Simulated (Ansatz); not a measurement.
# Ca wire cut from an fcc lattice along [110], 4 atoms a period: bands by functional and under strain

Wanted: the relaxed geometry and the bands of the Ca wire cut from an fcc lattice along [110], 4 atoms a period.

Calculated with Ansatz 0.2.0; DFT PBE, plane waves, PAW; relaxation of a wire's period, in the first sound run; inputs show where later runs differ.

### Step 1. Set-up

The cell holds 4 atoms: 4 Ca. Cell: a = 12.300 Å, b = 10.689 Å, c = 3.889 Å, α = 90.0°, β = 90.0°, γ = 90.0°. Vacuum lies along a and b. The structure's axis is c.

### Step 2. The relaxed wire

Band widths follow the bond lengths, so the wire is relaxed first. The atoms and the third cell vector are free; the box across stays fixed as vacuum. A Fermi-Dirac smearing is set since the result may be a metal. The pressure printed is a third of the stress's trace over the whole box, vacuum included; only the stress along the axis is relaxed.

input.yaml

```yaml
crystal:
  lattice:
    - [12.3, 0.0, 0.0]
    - [0.0, 10.689, 0.0]
    - [0.0, 0.0, 3.8890872965]
  atoms:
    - { symbol: Ca, position: [0.276422764, 0.500004083, 0.0] }
    - { symbol: Ca, position: [0.723577236, 0.500004083, 0.0] }
    - { symbol: Ca, position: [0.5, 0.318084012, 0.5] }
    - { symbol: Ca, position: [0.5, 0.681924155, 0.5] }
kpoints:
  mp_grid: { grid: [1, 1, 21] }
scf:
  occupations: { method: fermi_dirac, width: 0.05 }
hamiltonian:
  xc: pbe
relax:
  cell: { fix: [a, b, alpha, beta, gamma] }
  max_steps: 60
```

Run with:

```bash
$ ansatz run input.yaml --threads 8 --pin off --max-ram 16384MiB --backend cpu --events-out ev --progress --plain --runs-dir out
```

Numbers of over 12 decimals in the logs are rounded to 6 here.

What it wrote:

```text
Engine: ansatz 0.2.0, x86_64-unknown-linux-gnu
Pseudopotentials: kind: paw
Pseudopotential: Ca, paw, valence charge 10, recommended cutoff 420 eV (normal), Ca.paw.azcp
Functional definition: PBE
  parameter kappa = 0.804
  parameter beta = 0.066725
  exchange = pbe_x(kappa = kappa, mu = beta*pi^2/3)
  correlation = pbe_c(beta = beta)
Crystal: 4 atoms, lattice volume = 511.317 Å³
Basis set: ecut = 420 eV, 10043 PW (Γ), exchange–correlation on 180×144×54 points (8 copies of the dense FFT grid, shifted against one another)
Bands: 24, of which v1, the nominal top of the filled ones, is band 20 counted from 1 (19 counted from 0)
Symmetry: 8 space group operations
Space group: Pmmm (ITA 47), of the structure as read, at distance tolerance 8.0e-5 Å
k-points: 11 of 21
Non-local potential: Ca, projectors of the file, l = 0: 3, l = 1: 2, l = 2: 2
PAW form: soft (Blöchl's): semilocal exchange-correlation on the pseudo side does not see the compensation charge
PAW one-centre angular grid: Ca, 110 points (default); XC on 64 Gauss nodes
Initial density: superposition of atomic densities (neutral atoms: chi_scale 0, normalization atom), corrected by the library's trained network
Initial wavefunctions: pseudopotential atomic-orbital guess
Functional: x = pbe(κ = 0.804, μ = 0.219515), c = pbe(β = 0.066725)
SCF iter   1: F=—  HF=-7264.594991 eV  |F-HF|=—  |Δ(HF+E_count)|=         —  Δρ=1.55e-3  dr2=1.28e-1  ethr=1.77e-3  ⟨swp⟩=11.8  Hψ=1636  notcnv=0
preconditioner: auto → LDOS  [metal: Δε(μ)=0.027 eV  Ē_g=1.641 eV  σ=0.050 eV  W_gap=0.13  n_scr=42 (ndim 8)  ℏωp=4.6 eV  f_vac=0.455  D(μ)=6.30/eV (n_scr^D=20)  β→1.0]
SCF iter   2: F=—  HF=-7264.588279 eV  |F-HF|=—  |Δ(HF+E_count)|=   6.71e-3  Δρ=7.98e-4  dr2=1.11e-2  ethr=3.21e-4  ⟨swp⟩=3.1  Hψ=441  notcnv=0
SCF iter   3: F=—  HF=-7264.591458 eV  |F-HF|=—  |Δ(HF+E_count)|=   3.18e-3  Δρ=6.07e-4  dr2=6.12e-3  ethr=2.77e-5  ⟨swp⟩=2.4  Hψ=488  notcnv=0
SCF iter   4: F=—  HF=-7264.591862 eV  |F-HF|=—  |Δ(HF+E_count)|=   4.04e-4  Δρ=3.05e-4  dr2=1.16e-3  ethr=1.53e-5  ⟨swp⟩=2.0  Hψ=443  notcnv=0
SCF iter   5: F=—  HF=-7264.592308 eV  |F-HF|=—  |Δ(HF+E_count)|=   4.46e-4  Δρ=7.46e-5  dr2=1.81e-4  ethr=2.91e-6  ⟨swp⟩=2.4  Hψ=454  notcnv=0
SCF iter   6: F=—  HF=-7264.592429 eV  |F-HF|=—  |Δ(HF+E_count)|=   1.20e-4  Δρ=3.74e-5  dr2=1.09e-5  ethr=4.53e-7  ⟨swp⟩=2.7  Hψ=340  notcnv=0
SCF iter   7: F=—  HF=-7264.592432 eV  |F-HF|=—  |Δ(HF+E_count)|=   3.80e-6  Δρ=1.37e-5  dr2=2.45e-6  ethr=2.73e-8  ⟨swp⟩=2.7  Hψ=409  notcnv=0
SCF iter   8: F=—  HF=-7264.592433 eV  |F-HF|=—  |Δ(HF+E_count)|=   1.05e-6  Δρ=6.39e-6  dr2=3.62e-7  ethr=6.13e-9  ⟨swp⟩=2.3  Hψ=388  notcnv=0
SCF iter   9: F=-7264.592434 eV  HF=-7264.592433 eV  |F-HF|=2.92e-8  |Δ(HF+E_count)|=   7.08e-8  Δρ=1.78e-6  dr2=4.56e-8  ethr=2.50e-10  ⟨swp⟩=6.1  Hψ=972  notcnv=0
SCF 1 converged in 9 iterations: F = -7264.592434 eV  dr2 = 4.56e-8
  greatest PAW one-centre occupation: 0.996 electrons in one spin orbital (limit 2), on the Ca atom at site 1 (counted from 0), in its partial waves of l = 0
relax step   1: F+E_penalty+E_count = -7264.59243352 eV  Δ(F+E_penalty+E_count) = +0.000e0 eV  max|allowed force component| = 1.899e-1 eV/Å  Δτ_max = 0.0000 Å  P = -0.302 GPa  Ω = 511.317 Å³  fix = [a, b, alpha, beta, gamma]  reactions: a -0.479, b -0.312 GPa  (9 SCF iters, dr2 threshold 1.00e-7 eV, accepted)
Crystal: 4 atoms, lattice volume = 510.960 Å³
Initial density: handed on by an earlier stage of this run
Initial wavefunctions: those handed on with the density
iter 1 solved again at ethr=4.18e-5 eV; its pass at ethr=3.10e-3 eV (dr2=1.67e-2 eV) is discarded
SCF iter   1: F=—  HF=-7264.612049 eV  |F-HF|=—  |Δ(HF+E_count)|=         —  Δρ=7.95e-4  dr2=2.24e-2  ethr=4.18e-5  ⟨swp⟩=1.6  Hψ=1525  notcnv=0
eigensolver tolerance schedule calibrated: the retry pair's looser diagonalisation under-reported the residual by θ = 0.25 (0.14/decade); ethr = c·dr2/N_el runs at the constant in force after the calibration composes with the one it found (an armed cap, an earlier calibration), c = 5.4e-2
preconditioner: auto → LDOS  [metal: Δε(μ)=0.046 eV  Ē_g=1.672 eV  σ=0.050 eV  W_gap=0.22  n_scr=42 (ndim 8)  ℏωp=4.6 eV  f_vac=0.434  D(μ)=6.17/eV (n_scr^D=20)  β→1.0]
SCF iter   2: F=—  HF=-7264.608761 eV  |F-HF|=—  |Δ(HF+E_count)|=   3.29e-3  Δρ=4.81e-4  dr2=3.34e-3  ethr=3.03e-5  ⟨swp⟩=2.0  Hψ=418  notcnv=0
SCF iter   3: F=—  HF=-7264.608746 eV  |F-HF|=—  |Δ(HF+E_count)|=   1.49e-5  Δρ=1.80e-4  dr2=5.22e-4  ethr=4.52e-6  ⟨swp⟩=2.2  Hψ=494  notcnv=0
SCF iter   4: F=—  HF=-7264.608764 eV  |F-HF|=—  |Δ(HF+E_count)|=   1.79e-5  Δρ=6.13e-5  dr2=4.72e-5  ethr=7.06e-7  ⟨swp⟩=2.0  Hψ=443  notcnv=0
SCF iter   5: F=—  HF=-7264.608751 eV  |F-HF|=—  |Δ(HF+E_count)|=   1.29e-5  Δρ=2.13e-5  dr2=5.81e-6  ethr=6.38e-8  ⟨swp⟩=2.5  Hψ=468  notcnv=0
SCF iter   6: F=—  HF=-7264.608754 eV  |F-HF|=—  |Δ(HF+E_count)|=   3.20e-6  Δρ=6.56e-6  dr2=6.22e-7  ethr=7.85e-9  ⟨swp⟩=2.7  Hψ=461  notcnv=0
SCF iter   7: F=-7264.608755 eV  HF=-7264.608755 eV  |F-HF|=1.05e-7  |Δ(HF+E_count)|=   5.71e-7  Δρ=3.31e-6  dr2=1.37e-7  ethr=5.41e-10  ⟨swp⟩=5.7  Hψ=854  notcnv=0
SCF 2 converged in 7 iterations: F = -7264.608755 eV  dr2 = 1.37e-7
relax step   2: F+E_penalty+E_count = -7264.60875484 eV  Δ(F+E_penalty+E_count) = -1.632e-2 eV  max|allowed force component| = 1.262e-1 eV/Å  Δτ_max = 0.0449 Å  P = -0.223 GPa  Ω = 510.960 Å³  energy of the carried Pulay correction = +4.844e-6 eV  fix = [a, b, alpha, beta, gamma]  reactions: a -0.398, b -0.207 GPa  (7 SCF iters, dr2 threshold 4.00e-7 eV, accepted)
Crystal: 4 atoms, lattice volume = 510.635 Å³
Basis set: ecut = 420 eV, 10035 PW (Γ), exchange–correlation on 180×144×54 points (8 copies of the dense FFT grid, shifted against one another)
iter 1 solved again at ethr=2.29e-4 eV; its pass at ethr=3.10e-3 eV (dr2=9.16e-2 eV) is discarded
SCF iter   1: F=—  HF=-7264.634521 eV  |F-HF|=—  |Δ(HF+E_count)|=         —  Δρ=1.81e-3  dr2=1.16e-1  ethr=2.29e-4  ⟨swp⟩=1.0  Hψ=1556  notcnv=0
eigensolver tolerance schedule calibrated: the retry pair's looser diagonalisation under-reported the residual by θ = 0.21 (0.19/decade); ethr = c·dr2/N_el runs at the constant in force after the calibration composes with the one it found (an armed cap, an earlier calibration), c = 2.9e-2
preconditioner: auto → LDOS  [metal: Δε(μ)=0.025 eV  Ē_g=1.685 eV  σ=0.050 eV  W_gap=0.12  n_scr=42 (ndim 8)  ℏωp=4.6 eV  f_vac=0.448  D(μ)=6.77/eV (n_scr^D=22)  β→1.0]
SCF iter   2: F=—  HF=-7264.616672 eV  |F-HF|=—  |Δ(HF+E_count)|=   1.78e-2  Δρ=1.10e-3  dr2=1.94e-2  ethr=8.38e-5  ⟨swp⟩=2.7  Hψ=446  notcnv=0
SCF iter   3: F=—  HF=-7264.618541 eV  |F-HF|=—  |Δ(HF+E_count)|=   1.87e-3  Δρ=4.04e-4  dr2=2.61e-3  ethr=1.40e-5  ⟨swp⟩=2.4  Hψ=511  notcnv=0
SCF iter   4: F=—  HF=-7264.618571 eV  |F-HF|=—  |Δ(HF+E_count)|=   3.03e-5  Δρ=1.51e-4  dr2=2.39e-4  ethr=1.89e-6  ⟨swp⟩=2.2  Hψ=448  notcnv=0
SCF iter   5: F=—  HF=-7264.618676 eV  |F-HF|=—  |Δ(HF+E_count)|=   1.05e-4  Δρ=5.30e-5  dr2=3.91e-5  ethr=1.73e-7  ⟨swp⟩=2.8  Hψ=475  notcnv=0
SCF iter   6: F=—  HF=-7264.618697 eV  |F-HF|=—  |Δ(HF+E_count)|=   2.12e-5  Δρ=1.53e-5  dr2=3.80e-6  ethr=2.83e-8  ⟨swp⟩=2.9  Hψ=474  notcnv=0
SCF iter   7: F=—  HF=-7264.618700 eV  |F-HF|=—  |Δ(HF+E_count)|=   2.84e-6  Δρ=8.57e-6  dr2=8.88e-7  ethr=2.75e-9  ⟨swp⟩=2.9  Hψ=504  notcnv=0
SCF iter   8: F=-7264.618701 eV  HF=-7264.618701 eV  |F-HF|=1.75e-8  |Δ(HF+E_count)|=   9.39e-7  Δρ=5.53e-6  dr2=3.69e-7  ethr=2.89e-10  ⟨swp⟩=5.7  Hψ=991  notcnv=0
SCF 3 converged in 8 iterations: F = -7264.618701 eV  dr2 = 3.69e-7
relax step   3: F+E_penalty+E_count = -7264.61870125 eV  Δ(F+E_penalty+E_count) = -9.946e-3 eV  max|allowed force component| = 3.634e-2 eV/Å  Δτ_max = 0.1010 Å  P = -0.069 GPa  Ω = 510.635 Å³  energy of the carried Pulay correction = +9.246e-6 eV  fix = [a, b, alpha, beta, gamma]  reactions: a -0.267, b +0.040 GPa  (8 SCF iters, dr2 threshold 4.00e-7 eV, accepted)
[...]
relax step   4: F+E_penalty+E_count = -7264.61940443 eV  Δ(F+E_penalty+E_count) = -7.032e-4 eV  max|allowed force component| = 4.628e-3 eV/Å  Δτ_max = 0.0226 Å  P = -0.105 GPa  Ω = 510.765 Å³  energy of the carried Pulay correction = +7.488e-6 eV  fix = [a, b, alpha, beta, gamma]  reactions: a -0.297, b -0.019 GPa  (8 SCF iters, dr2 threshold 8.26e-8 eV, accepted)
Initial wavefunctions: pseudopotential atomic-orbital guess (no wavefunctions were taken with the density)
iter 1 solved again at ethr=9.95e-6 eV; its pass at ethr=3.10e-3 eV (dr2=3.98e-3 eV) is discarded
SCF iter   1: F=—  HF=-7264.619373 eV  |F-HF|=—  |Δ(HF+E_count)|=         —  Δρ=1.95e-6  dr2=5.95e-8  ethr=9.95e-6  ⟨swp⟩=4.6  Hψ=2373  notcnv=0
eigensolver tolerance schedule: the retry pair's looser diagonalisation over-reported the residual by 66838.09 of it (diagonalisation noise at an unbounded share of the residual, at the tolerance the schedule requests for it); recorded, not acted on — ethr = c·dr2/N_el stays at c = 1.0e-1
preconditioner: auto → LDOS  [metal: Δε(μ)=0.017 eV  Ē_g=1.670 eV  σ=0.050 eV  W_gap=0.08  n_scr=42 (ndim 8)  ℏωp=4.6 eV  f_vac=0.447  D(μ)=6.50/eV (n_scr^D=20)  β→1.0]
SCF iter   2: F=—  HF=-7264.619396 eV  |F-HF|=—  |Δ(HF+E_count)|=   2.35e-5  Δρ=1.91e-6  dr2=4.58e-8  ethr=1.49e-10  ⟨swp⟩=5.0  Hψ=791  notcnv=0
SCF iter   3: F=—  HF=-7264.619396 eV  |F-HF|=—  |Δ(HF+E_count)|=   3.93e-9  Δρ=5.18e-7  dr2=3.20e-9  ethr=1.14e-10  ⟨swp⟩=2.0  Hψ=378  notcnv=0
SCF iter   4: F=—  HF=-7264.619396 eV  |F-HF|=—  |Δ(HF+E_count)|=   3.97e-9  Δρ=3.25e-7  dr2=2.03e-9  ethr=8.01e-12  ⟨swp⟩=3.5  Hψ=531  notcnv=0
SCF iter   5: F=—  HF=-7264.619396 eV  |F-HF|=—  |Δ(HF+E_count)|=  4.22e-10  Δρ=2.01e-7  dr2=8.79e-10  ethr=5.07e-12  ⟨swp⟩=2.0  Hψ=377  notcnv=0
SCF iter   6: F=—  HF=-7264.619396 eV  |F-HF|=—  |Δ(HF+E_count)|=  2.33e-10  Δρ=1.25e-7  dr2=2.31e-10  ethr=2.20e-12  ⟨swp⟩=3.2  Hψ=413  notcnv=0
SCF iter   7: F=-7264.619396 eV  HF=-7264.619396 eV  |F-HF|=1.09e-11  |Δ(HF+E_count)|=  1.18e-11  Δρ=5.81e-8  dr2=2.68e-11  ethr=1.00e-12  ⟨swp⟩=3.4  Hψ=1053  notcnv=0
SCF 5 converged in 7 iterations: F = -7264.619396 eV  dr2 = 2.68e-11
relax step   5: F+E_penalty+E_count = -7264.61939628 eV  Δ(F+E_penalty+E_count) = +8.148e-6 eV  max|allowed force component| = 4.659e-3 eV/Å  Δτ_max = 0.0000 Å  P = -0.106 GPa  Ω = 510.765 Å³  fix = [a, b, alpha, beta, gamma]  reactions: a -0.297, b -0.019 GPa  stress off target by 6.15e-4 GPa on what of the cell is left free  SCF on the basis re-selected at this cell (its energy is not comparable with the rows above)  (7 SCF iters)
basis re-selected at this cell: Δ(F+E_penalty+E_count) = +8.148e-6 eV, ΔP = -0.000 GPa vs the last step (what re-selecting the basis moved, of the pressure what is left beyond the Pulay correction that the steps carried, after the strain that the cell walked since its last selection, with what the two solves' SCF thresholds leave and, on support functions, any second-order correction that the steps lacked; it is no m [...]
SCF converged after 7 iterations
Free energy (F): -7264.619396 eV
Harris-Foulkes:  -7264.619396 eV  (|F-HF|=1.09e-11)
Internal energy: -7264.566703 eV  (E = F + TS)
E sigma→0 (E₀):  -7264.593050 eV
Entropy (-TS):   -0.052693 eV (-13.173 meV/atom)
Fermi energy:    -0.012724 eV
--- Per-component energies (eV) ---
  E_band       = -920.944763
  E_kinetic    = 1097.537885
  E_local      = -6992.637838  (includes V_loc(G=0)·N_el)
  E_nonlocal   = 254.962065
  E_hartree    = 2824.833162
  E_xc         = -539.931278
  E_vxc        = -672.656173  (∫ρ·V_xc dr)
  E_paw        = -3432.818744  (= ΣΔE_a)
  E_vpaw       = -257.816794  (= ΣTr[D̂ρ^β])
  E_aug_tail   = -0.000024  (compensation charges beyond the density's cutoff)
  E_ewald      = -476.511930
  E_smearing   = -0.052693  (= −TS)
  E_closure    = 0.000000  (closes the sum)
  Σ components = -7264.619396   (vs F -7264.619396, Δ=0.00e0)
--- Forces (eV/Å), atoms counted from 1 ---
  atom   1  Ca     0.00025666     0.00000000    -0.00000000
  atom   2  Ca    -0.00025666    -0.00000000     0.00000000
  atom   3  Ca    -0.00000000     0.00465923    -0.00000000
  atom   4  Ca     0.00000000    -0.00465923     0.00000000
  max |Σ_I F_I| component: 0.00e0 eV/Å
--- Stress (GPa, compression-positive) ---
       -0.296762       0.000000       0.000000
        0.000000      -0.019298       0.000000
        0.000000       0.000000      -0.000615
  P = ⅓ Tr σ = -0.1056 GPa (-1.056 kbar)
--- Relaxed structure (4 steps of the walk, 4 accepted, 1 SCFs on fresh bases) ---
  F+E_penalty+E_count = -7264.61939628 eV   max|allowed force component| = 4.659e-3 eV/Å   (the final SCF, on the basis selected at the relaxed cell)
  cell:  # Å, volume = 510.7648 Å³
    - [12.3, 0, 0]
    - [0, 10.689, 0]
    - [0, 0, 3.884891]
  atoms:
    - { symbol: Ca, position: [0.277227, 0.500000, 0] }
    - { symbol: Ca, position: [0.722773, 0.500000, 0] }
    - { symbol: Ca, position: [0.5, 0.329611, 0.5] }
    - { symbol: Ca, position: [0.5, 0.670389, 0.5] }
```

It took 5.6 s on 8 threads of Intel Xeon Platinum 8375C at 2.90GHz (Ice Lake), shared host; peak memory 1.1 GiB.

Relaxation path:

| step | energy less that of the first step (eV) | largest force component (eV/Å) | pressure (GPa) | volume (Å³) |
| --- | --- | --- | --- | --- |
| 1 | 0.0000 | 0.1899 | -0.30 | 511.32 |
| 2 | -0.0163 | 0.1262 | -0.22 | 510.96 |
| 3 | -0.0263 | 0.0363 | -0.07 | 510.64 |
| 4 | -0.0270 | 0.0046 | -0.11 | 510.76 |
| 5* | -0.0270 | 0.0047 | -0.11 | 510.76 |

Relaxation steps marked * repeat the geometry before them on a plane-wave basis chosen anew for their cell, so energy and pressure can jump there.

The run keeps the 8 symmetry operations that it works with, so distortions that break them were not tested.

| cell as run | before | after | change |
| --- | --- | --- | --- |
| c (Å) | 3.889 | 3.885 | -0.1 % |

The atoms that moved most (Å, along periodic axes as changes of fractional coordinates times the final cell, across vacuum about the mean position):

| atom | dx | dy | dz | length |
| --- | --- | --- | --- | --- |
| Ca4 | 0.000 | -0.123 | 0.000 | 0.123 |
| Ca3 | 0.000 | 0.123 | 0.000 | 0.123 |
| Ca2 | -0.010 | 0.000 | 0.000 | 0.010 |
| Ca1 | 0.010 | 0.000 | 0.000 | 0.010 |

Final coordinates:

```xyz
4
Lattice="12.3000 0.0000 0.0000 0.0000 10.6890 0.0000 0.0000 0.0000 3.8849" Properties=species:S:1:pos:R:3
Ca    3.4099    5.3445    0.0000
Ca    8.8901    5.3445    0.0000
Ca    6.1500    3.5232    1.9424
Ca    6.1500    7.1658    1.9424
```

This step gave:

```
energy at zero smearing    : -7264.5930 eV
cell length along the wire : 3.885 Å
```

The cell's length comes to 3.885 Å with spin left out.

(Part 1 of 3 ends here.)

[Logs are printed without paths, hosts, clocks, repeated set-up lines and the standing remarks that a program may print on its own settings, such as how far it seeks lower states.]

[Hosts, paths, dates, database ids (printed as entryN), source tags and the programs' standing remarks are cut or masked in the printed files.]
